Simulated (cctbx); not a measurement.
# What is wrong with this refinement?

Cell a = 6.7520 Å, b = 11.7000 Å, c = 3.7900 Å, α = 90.00°, β = 90.00°, γ = 90.00°; space group Pbam (no. 55). The compound is CuAg2Cl4.

The data are simulated with cctbx, not measured: Cu Kα, λ = 1.54184 Å, to d = 0.83 Å, 80 % of the full sphere, strongest reflection 70000 counts, noise from counting, a 1.5 % proportional error and a noise floor of 2 counts (s.d.); no absorption.

An anisotropic refinement with weights 1/σ² prints:

```text
Rint 0.015, 322 unique reflections to 0.83 A
cycle     R1     wR2    GooF  max shift (A)
   1  0.4472  0.7885  61.911   0.02468
   3  0.1357  0.3551  27.880   0.00016
final R1 0.1357 wR2 0.3551 GooF 27.880  parameters 22  data/parameter 14.6
atom        x        y        z      Ueq    occ   su(xyz)  su(Uiso or U11)
Cu1    0.59157  0.81343  0.50000  -0.0160  1.000  0.00040  0.0020  NPD
Cu2    0.00000  0.00000  0.00000   0.0243  1.000  0.00000  0.0053
Cl1    0.25705  0.45743  0.50000   0.0259  1.000  0.00143  0.0053
Cl2    0.38268  0.70221  0.00000   0.0419  1.000  0.00203  0.0076
difference map: max 12.03 min -2.85 rms 1.11
Q1    0.1037  0.6896  0.5000    4   12.21  0.09 A from Cu1
Q2    0.1888  0.9577  0.5000    4    2.42  0.37 A from Cl1
Q3    0.0908  0.1873  0.0000    4    1.73  0.25 A from Cl2
Q4    0.1103  0.3911  0.5000    4    1.72  1.26 A from Cl1
Q5    0.0113  0.4039  0.3091    8    1.37  1.46 A from Cu1
Q6    0.9920  0.3829  0.0000    4    1.29  2.14 A from Cu1
```

**Question.** Can this result stand? If not, what is the likely fault?

Mend it. The fault: wrong element: Cu1 is Ag. Against the right model at the same level, R1 goes from 0.0053 to 0.1357 and GooF from 0.95 to 27.88, U of Cu1 shrinks from 0.0107 to -0.0160 Å², the top difference peak, 12.2 e/Å³, lies on Cu1 and Cu1 goes non-positive-definite. Cu1 has 18 electrons too few and its U shrinks to make up, as expected.

The compound is CuAg2Cl4. The right model at the same level gives:

```text
Rint 0.015, 322 unique reflections to 0.83 A
cycle     R1     wR2    GooF  max shift (A)
   1  0.0093  0.0256   2.008   0.00098
   2  0.0053  0.0121   0.949   0.00000
final R1 0.0053 wR2 0.0121 GooF 0.949  parameters 22  data/parameter 14.6
atom        x        y        z      Ueq    occ   su(xyz)  su(Uiso or U11)
Ag1    0.59210  0.81331  0.50000   0.0107  1.000  0.00001  0.0001
Cu1    0.00000  0.00000  0.00000   0.0128  1.000  0.00000  0.0002
Cl1    0.26135  0.45759  0.50000   0.0141  1.000  0.00005  0.0002
Cl2    0.38388  0.70029  0.00000   0.0285  1.000  0.00007  0.0002
difference map: max 0.19 min -0.16 rms 0.04
Q1    0.0326  0.8164  0.5000    4    0.19  1.57 A from Ag1
Q2    0.0693  0.8902  0.5000    4    0.18  1.39 A from Cl1
Q3    0.1238  0.9956  0.5000    4    0.16  0.89 A from Cl1
Q4    0.2269  0.5960  0.0000    4    0.14  1.62 A from Cl2
Q5    0.0657  0.3212  0.5000    4    0.14  1.07 A from Ag1
Q6    0.2202  0.7524  0.3809    8    0.12  1.24 A from Ag1
```

This is a model crystal, built by substitution and not relaxed, with assumed displacement parameters.

[Middle refinement cycles are left out of these outputs.]

[Logs are printed without paths, hosts, clocks, repeated set-up lines and the standing remarks that a program may print on its own settings, such as how far it seeks lower states.]
